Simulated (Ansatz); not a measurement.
# Ag(111) with 4 thermally displaced layers, 2x2: scattering by thermal displacements, part 2 of 2

Wanted: the phonon-limited resistivity of Ag at 180 K by the Landauer route.

Ansatz 0.2.0; Ansatz plane-wave DFT, PBE, PAW files; ballistic transport by layer matching (Landauer), zero bias; PAW set soft_1.

So far. Step 3 (With 8 displaced layers): Over the solved energies the transmission per spin lies between 3.17 and 3.24, out of 3.30 channels of the lead on average (up to 3.33).

## (4) With 12 displaced layers

Each atom of 12 layers is moved at random, by amounts drawn from a normal law 0.0707 Å wide in each direction from the Debye model (225 K) at 180 K. A fresh draw is used; the growth of the resistance with length is what counts.

System of this step: Ag(111) with 12 thermally displaced layers, 2x2. The cell holds 72 atoms: 72 Ag. Its edges and angles: a = 5.779 Å, b = 5.779 Å, c = 42.465 Å, α = 90.0°, β = 90.0°, γ = 120.0°. It derives from Ag. Regions: lead, 24 atoms (24 Ag); scattering region, 48 atoms (48 Ag). The structure is stacked along c, and the current runs across the ab planes.

The input, input.yaml:

```yaml
crystal:
  lattice:
    - [5.7787594586, 0.0, 0.0]
    - [-2.8893797293, 5.0045524935, 0.0]
    - [0.0, 0.0, 42.4650360593]
  atoms:
    - { symbol: Ag, position: [0.0, 0.0, 0.0277777778] }
    - { symbol: Ag, position: [0.0, 0.5, 0.0277777778] }
    - { symbol: Ag, position: [0.5, 0.0, 0.0277777778] }
    - { symbol: Ag, position: [0.5, 0.5, 0.0277777778] }
    - { symbol: Ag, position: [0.1666666667, 0.3333333333, 0.0833333333] }
    - { symbol: Ag, position: [0.1666666667, 0.8333333333, 0.0833333333] }
    - { symbol: Ag, position: [0.6666666667, 0.3333333333, 0.0833333333] }
    - { symbol: Ag, position: [0.6666666667, 0.8333333333, 0.0833333333] }
    - { symbol: Ag, position: [0.3333333333, 0.1666666667, 0.1388888889] }
    - { symbol: Ag, position: [0.3333333333, 0.6666666667, 0.1388888889] }
    - { symbol: Ag, position: [0.8333333333, 0.1666666667, 0.1388888889] }
    - { symbol: Ag, position: [0.8333333333, 0.6666666667, 0.1388888889] }
    - { symbol: Ag, position: [0.9926459777, 0.9986918235, 0.1948634942] }
    - { symbol: Ag, position: [0.9822598106, 0.4728147077, 0.1943240601] }
    - { symbol: Ag, position: [0.5104207631, 0.0153256997, 0.1954068538] }
    - { symbol: Ag, position: [0.48700956, 0.4897716626, 0.1977930148] }
    - { symbol: Ag, position: [0.188867705, 0.3592150562, 0.2535465053] }
    - { symbol: Ag, position: [0.1593767747, 0.8387779203, 0.250763059] }
    - { symbol: Ag, position: [0.6773445815, 0.3409914409, 0.250336514] }
    - { symbol: Ag, position: [0.6581811732, 0.8121001557, 0.2497245309] }
    - { symbol: Ag, position: [0.3250744536, 0.1684485198, 0.3047768758] }
    - { symbol: Ag, position: [0.346690699, 0.678241762, 0.3060696704] }
    - { symbol: Ag, position: [0.8378595402, 0.1679801798, 0.3048097659] }
    - { symbol: Ag, position: [0.8278178608, 0.6596622465, 0.3062017327] }
    - { symbol: Ag, position: [0.0042801025, 0.0082147486, 0.3588983001] }
    - { symbol: Ag, position: [0.0054759835, 0.4892216537, 0.3598881933] }
    - { symbol: Ag, position: [0.4936027304, 0.9920383058, 0.3615959686] }
    - { symbol: Ag, position: [0.4854161619, 0.4848862511, 0.3597024601] }
    - { symbol: Ag, position: [0.1830362115, 0.3339587876, 0.4147221913] }
    - { symbol: Ag, position: [0.1557749553, 0.8113448555, 0.4196471187] }
    - { symbol: Ag, position: [0.6513920556, 0.3400990183, 0.4175720536] }
    - { symbol: Ag, position: [0.6510423642, 0.8375768108, 0.4183274171] }
    - { symbol: Ag, position: [0.3409001204, 0.1703553223, 0.4738029051] }
    - { symbol: Ag, position: [0.3376797412, 0.6714209949, 0.4720111892] }
    - { symbol: Ag, position: [0.8344139677, 0.1533631208, 0.4735408725] }
    - { symbol: Ag, position: [0.8194426565, 0.6512536632, 0.4728305299] }
    - { symbol: Ag, position: [0.0275145479, 0.0135903395, 0.5269189835] }
    - { symbol: Ag, position: [0.005333843, 0.4935811625, 0.5275712283] }
    - { symbol: Ag, position: [0.4847223549, 0.9672533059, 0.5280969046] }
    - { symbol: Ag, position: [0.4824712584, 0.4901444331, 0.5253222391] }
    - { symbol: Ag, position: [0.1414410833, 0.320003216, 0.5847083328] }
    - { symbol: Ag, position: [0.1868785551, 0.8329771374, 0.5851516678] }
    - { symbol: Ag, position: [0.6499260139, 0.3063135262, 0.5835830135] }
    - { symbol: Ag, position: [0.6690921873, 0.8272761674, 0.5838366758] }
    - { symbol: Ag, position: [0.3342398165, 0.154465078, 0.6364292803] }
    - { symbol: Ag, position: [0.3291341526, 0.6636839804, 0.6383015423] }
    - { symbol: Ag, position: [0.8576087587, 0.1910525134, 0.6381949798] }
    - { symbol: Ag, position: [0.8485352885, 0.6799638103, 0.6400766226] }
    - { symbol: Ag, position: [0.0100693703, 0.9944992435, 0.6956765626] }
    - { symbol: Ag, position: [0.0304554519, 0.5113573206, 0.6934120362] }
    - { symbol: Ag, position: [0.5163574557, 0.017839831, 0.6950589765] }
    - { symbol: Ag, position: [0.504008103, 0.5218066592, 0.6923630071] }
    - { symbol: Ag, position: [0.1727135804, 0.3331047417, 0.7480119971] }
    - { symbol: Ag, position: [0.1840491598, 0.8382496457, 0.748056744] }
    - { symbol: Ag, position: [0.6709813026, 0.3272339996, 0.7468309813] }
    - { symbol: Ag, position: [0.6600976849, 0.8370578158, 0.7510587379] }
    - { symbol: Ag, position: [0.335678747, 0.1673049341, 0.8063383052] }
    - { symbol: Ag, position: [0.3390675865, 0.6832992704, 0.8058031123] }
    - { symbol: Ag, position: [0.8407517752, 0.1743091835, 0.8037948828] }
    - { symbol: Ag, position: [0.8354542638, 0.6882683925, 0.8061139989] }
    - { symbol: Ag, position: [0.0, 0.0, 0.8611111111] }
    - { symbol: Ag, position: [0.0, 0.5, 0.8611111111] }
    - { symbol: Ag, position: [0.5, 0.0, 0.8611111111] }
    - { symbol: Ag, position: [0.5, 0.5, 0.8611111111] }
    - { symbol: Ag, position: [0.1666666667, 0.3333333333, 0.9166666667] }
    - { symbol: Ag, position: [0.1666666667, 0.8333333333, 0.9166666667] }
    - { symbol: Ag, position: [0.6666666667, 0.3333333333, 0.9166666667] }
    - { symbol: Ag, position: [0.6666666667, 0.8333333333, 0.9166666667] }
    - { symbol: Ag, position: [0.3333333333, 0.1666666667, 0.9722222222] }
    - { symbol: Ag, position: [0.3333333333, 0.6666666667, 0.9722222222] }
    - { symbol: Ag, position: [0.8333333333, 0.1666666667, 0.9722222222] }
    - { symbol: Ag, position: [0.8333333333, 0.6666666667, 0.9722222222] }
kpoints:
  mp_grid: { grid: [4, 4, 1] }
hamiltonian:
  xc: pbe
  pseudopotentials: { kind: paw, azcp: { folder: soft_1 } }
scf:
  occupations: { method: fermi_dirac, width: 0.1 }
output:
  transmission: { leads: [[0, 4]], kmesh: [8, 8], e_range: [-0.05, 0.05], de: 0.05 }
  write_potential: true
  write_density: true
  volumetric_format: npy
```

Run with:

```console
> ansatz run input.yaml --threads 4 --pin off --max-ram 15360MiB --backend cpu --events-out ev --progress --plain --runs-dir out
```

Numbers of over 12 decimals in the logs are rounded to 6 here.

The program printed:

```text
[...]
Crystal: 72 atoms, lattice volume = 1228.093 Å³
Basis set: ecut = 420 eV, 24081 PW (Γ)
Bands: 821, of which v1, the nominal top of the filled ones, is band 684 counted from 1 (683 counted from 0)
Symmetry: 1 space group operations
[...]
k-points: 10 of 16 (time reversal used)
[...]
SCF iter   1: F=—  HF=-546538.295630 eV  |F-HF|=—  |Δ(HF+E_count)|=         —  Δρ=7.05e-2  dr2=6.53e1  ethr=3.10e-3  ⟨swp⟩=4.0  Hψ=24465  notcnv=0  defer=157
[...]
SCF iter  12: F=-546520.886560 eV  HF=-546520.886560 eV  |F-HF|=5.36e-9  |Δ(HF+E_count)|=   2.21e-9  Δρ=5.46e-7  dr2=8.05e-9  ethr=7.31e-12  ⟨swp⟩=2.0  Hψ=14571  notcnv=0
SCF 1 converged in 12 iterations: F = -546520.886560 eV  dr2 = 8.05e-9
[...]
transmission: 186 of 1802 steps passed
transmission: 363 of 1802 steps passed
[...]
transmission: 1802 of 1802 steps passed
SCF converged after 12 iterations
Free energy (F): -546520.886560 eV
[...]
Internal energy: -546520.051950 eV  (E = F + TS)
E sigma→0 (E₀):  -546520.469255 eV
Entropy (-TS):   -0.834610 eV (-11.592 meV/atom)
Fermi energy:    17.238326 eV
[...]
--- Band table (eV; the first three rows and the last of 10) ---
  k-point 0: bands = [... 680 lower, 17.4615, 17.7926, 17.8252, 17.8255, 17.8417, 17.8486, 17.8744, 18.1079, ... 133 higher]
  k-point 1: bands = [... 680 lower, 17.0159, 17.0970, 17.1009, 17.1970, 17.2118, 17.2718, 17.3102, 17.3276, ... 133 higher]
  k-point 2: bands = [... 680 lower, 16.8919, 16.9033, 16.9252, 16.9377, 17.2398, 17.2548, 17.2779, 17.2846, ... 133 higher]
  k-point 9: bands = [... 680 lower, 16.8843, 16.9014, 16.9280, 16.9417, 17.2418, 17.2621, 17.2738, 17.2822, ... 133 higher]
--- Transmission ---
  basis      : 253 plane waves across, 53 finite elements along
  points     : 34, standing for a mesh of 8 x 8
[...]
channels       : 3.234375e0 a spin
[...]
junction   : crystal 0 to crystal 0, 0.70 to 40.80 Å
    transmission   : 3.131398e0 a spin
[...]
```

The job ended after 27 min (4 threads of Arm Neoverse V1, shared host; peak memory 8 GiB; 1.6 h of CPU time).

This step gave:

* free energy: -546520.8866 eV
* energy at zero smearing: -546520.4693 eV
* Fermi energy: 17.24 eV
* transmission per spin nearest the Fermi level: 3.131
* open channels per spin nearest the Fermi level: 3.234
* step of the lead's potential: 4 meV

Per spin. The transmission, zone mean by energy, zero at the Fermi level:

```
energy (eV)  transmission, zone mean
    -0.0500                     3.11
     0.0000                     3.13
     0.0500                     3.13
```

Over the solved energies the transmission per spin lies between 3.11 and 3.13, out of 3.23 channels of the lead on average (up to 3.23).

## (5) Resistance against length

This step: Ansatz plane-wave DFT, PBE, PAW files; ballistic transport by layer matching (Landauer), zero bias; resistivity from the slope of the area resistance; PAW set soft_1 (Ansatz 0.2.0).

This step gave:

- resistivity: 1.495 µΩ cm
- intercept: -6.77e-4 fΩ m²
- scatter about the fit: 0.001014 fΩ m²

Resistance, by row:

```
run  length (Å)      T  channels N  RA (fΩ m²)
 n4       9.437  3.199       3.234     0.01272
 n8       18.87  3.215       3.297     0.02898
n12       28.31  3.124       3.234     0.04093
```

The area resistance by length of the displaced region:

```
length of the displaced region (Å)  area resistance (fΩ m²)
                              9.44                   0.0127
                             18.87                   0.0290
                             28.31                   0.0409
```

The area resistance goes from 0.013 to 0.041 fΩ m² between 9.4 and 28.3 Å, a slope of 1.5 µΩ cm.

By hand from the end points: (0.04093 − 0.01272) fΩ m² / (28.31 − 9.44) Å = 1.5 µΩ cm, since 1 fΩ m² per Å is 1000 µΩ cm.

## (6) Outcome

| Property | Result |
| --- | --- |
| resistivity from the slope | 1.50 µΩ cm |
| area resistance over 9.44 Å | 0.0127 fΩ m² |
| area resistance over 18.9 Å | 0.0290 fΩ m² |
| area resistance over 28.3 Å | 0.0409 fΩ m² |

What this shows: The slope gives 1.5 µΩ cm. The points scatter by 0.0010 fΩ m² about the line, with one random draw a length in a 2x2 cell, so the slope is a rough value. The mean square of the displacements drawn is 0.75, 0.94 and 0.81 of the nominal one at the three lengths; with each resistance scaled back by that, the slope is 1.8 µΩ cm, the value used below. The lead's own channel count moves between the runs (3.23, 3.30 and 3.23), which shifts RA and the slope too. Read with a model of isotropic scattering on a spherical Fermi surface and the lead's 0.87×10¹⁵ S/m², this slope means a mean free path near 605 Å; over these lengths the model's slope is 1.25 times its bulk resistivity, which would be 1.4 µΩ cm. Uncorrelated displacements put too much weight on short waves, which scatter strongly; with the sideways repeat of a small cell, one draw and three short lengths, the method is good to a factor of two or three.

[Logs are printed without paths, hosts, clocks, repeated set-up lines and the standing remarks that a program may print on its own settings, such as how far it seeks lower states.]

[Hosts, paths, dates, database ids (printed as entryN), source tags and the programs' standing remarks are cut or masked in the printed files.]
